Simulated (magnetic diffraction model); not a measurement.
**Solving a magnetic structure from powder neutron data: Nd2ZnCo2S8**

Space group P-1 (no. 2), a = 7.1310 Å, b = 7.2540 Å, c = 7.7670 Å, α = 62.63°, β = 87.38°, γ = 61.84°.

| site | atom | x | y | z |
| --- | --- | --- | --- | --- |
| 1a | Nd | 0 | 0 | 0 |
| 1h | Nd | 1/2 | 1/2 | 1/2 |
| 1f | Zn | 1/2 | 0 | 1/2 |
| 1b | Co | 0 | 0 | 1/2 |
| 1g | Co | 0 | 1/2 | 1/2 |
| 2i | S | 0.7456 | 0.0194 | 0.6982 |
| 2i | S | 0.1900 | 0.5710 | 0.6702 |
| 2i | S | 0.2001 | 0.0634 | 0.6762 |
| 2i | S | 0.2540 | 0.4720 | 0.2981 |

The compound is invented for this exercise: a known structure type with other elements, its cell scaled to their sizes and not relaxed.

Only Nd and Co are taken to order (form factors of Nd3+ and Co4+); orders and moment sizes are assumed, and not adapted to the symmetry. Radiation: neutrons of λ = 2.0775 Å, 2° to 35°; isotropic B of 0.51 Å² (Nd), 0.86 Å² (Zn), 0.66 Å² (Co) and 0.8 Å² (S). Simulated constant-wavelength pattern: nuclear and magnetic terms add, the magnetic one as |2.695 fm × Σ f S⊥ exp(2πi Q·r) exp(−B s²)|², summed over all Q at one angle with the factor 1/(sin²θ cos θ). For a modulated order the moment at position r is S exp(−2πi k·r) + c.c., with S = m/2 for a sine wave of amplitude m and S = m(u + iv)/2 for moments turning in a plane, u and v being orthogonal unit vectors in it; the phase factor of the sum at Q = H + k is then exp(2πi H·r). Free-ion form factors, Sears's scattering lengths of 1992, no absorption; a label names one of the reflections at its angle. The strongest nuclear line in the range is 100, and lines under 0.2 are left out.

Above the ordering temperature:

```tsv
2θ (°)	index	I
17.76	(0 0 1)	100.0
19.50	(1 0 0)	1.8
19.99	(0 1 1)	17.9
20.45	(1 1 0)	17.4
21.58	(0 1 0)	6.1
22.48	(1 1 1)	5.7
23.38	(1 0 -1)	38.1
29.29	(1 0 1)	17.0
31.27	(1 1 -1)	2.8
31.31	(0 1 2)	3.0
32.77	(-1 1 1)	2.4
33.32	(1 2 1)	20.2
33.96	(2 1 0)	2.3
34.44	(0 1 -1)	7.6
```

Below it (cell unchanged):

```csv
2θ (°),I
5.90,377.3
11.81,16.2
17.76,100.0
19.09,19.5
19.31,11.5
19.50,1.8
19.99,17.9
20.13,3.2
20.45,17.4
20.49,9.6
21.58,6.1
21.61,26.1
22.48,5.7
23.38,38.1
23.75,3.4
25.01,10.3
25.12,6.7
26.04,3.6
26.70,5.9
26.78,3.6
27.32,9.5
29.29,17.0
29.81,12.6
31.27,2.8
31.31,3.0
31.96,20.2
32.77,2.4
32.81,2.9
33.32,20.2
33.76,7.0
33.84,2.7
33.96,2.3
33.97,7.0
34.16,6.9
34.44,7.6
```

**Question.** Find the propagation vector, then choose among these models:
A. a sine wave with moments along [001] (amplitudes given), 2.7 μB on Nd and 4.7 μB on Co; signs + at (0, 0, 0), − at (1/2, 1/2, 1/2), + at (0, 0, 1/2), + at (0, 1/2, 1/2)
B. moments turning in the plane of [001] and [100], 2.7 μB on Nd and 4.7 μB on Co; signs + at (0, 0, 0), − at (1/2, 1/2, 1/2), + at (0, 0, 1/2), + at (0, 1/2, 1/2)
C. moments turning in the plane of [010] and [001], 2.7 μB on Nd and 4.7 μB on Co; signs + at (0, 0, 0), − at (1/2, 1/2, 1/2), + at (0, 0, 1/2), + at (0, 1/2, 1/2)
D. a sine wave with moments along [100] (amplitudes given), 2.7 μB on Nd and 4.7 μB on Co; signs + at (0, 0, 0), − at (1/2, 1/2, 1/2), + at (0, 0, 1/2), + at (0, 1/2, 1/2)

The new lines index as (0 0 1/3) at 5.90°, (0 0 2/3) at 11.81°, (1 0 -1/3) at 19.09° and (0 1 1/3) at 19.31°, that is as H ± k with k = (0 0 1/3). Satellites come in pairs about each point of the reciprocal lattice.

Magnetic intensity, observed (below minus above) and for each model:

| 2θ (°) | index | observed | A | B | C | D |
| --- | --- | --- | --- | --- | --- | --- |
| 5.90 | (0 0 1/3) | 377.3 | 94.0 | 470.7 | 395.4 | 377.3 |
| 11.81 | (0 0 2/3) | 16.2 | 4.0 | 20.2 | 17.0 | 16.2 |
| 19.09 | (1 0 -1/3) | 19.5 | 79.3 | 96.9 | 163.2 | 19.5 |
| 20.49 | (1 0 -2/3) | 9.6 | 21.8 | 30.2 | 48.9 | 9.6 |
| 21.61 | (1 0 1/3) | 26.1 | 62.1 | 89.3 | 127.0 | 26.1 |
| 25.01 | (1 0 2/3) | 10.3 | 15.6 | 26.3 | 33.5 | 10.3 |
| 27.32 | (1 0 -4/3) | 9.5 | 6.6 | 15.5 | 19.7 | 9.5 |
| 31.96 | (1 0 -5/3) | 20.2 | 9.7 | 28.7 | 32.8 | 20.2 |

Model D matches.

The structure used: k = (0 0 1/3), a sine wave with moments along [100] (amplitudes given), 2.7 μB on Nd and 4.7 μB on Co; signs + at (0, 0, 0), − at (1/2, 1/2, 1/2), + at (0, 0, 1/2), + at (0, 1/2, 1/2).

[Logs are printed without paths, hosts, clocks, repeated set-up lines and the standing remarks that a program may print on its own settings, such as how far it seeks lower states.]
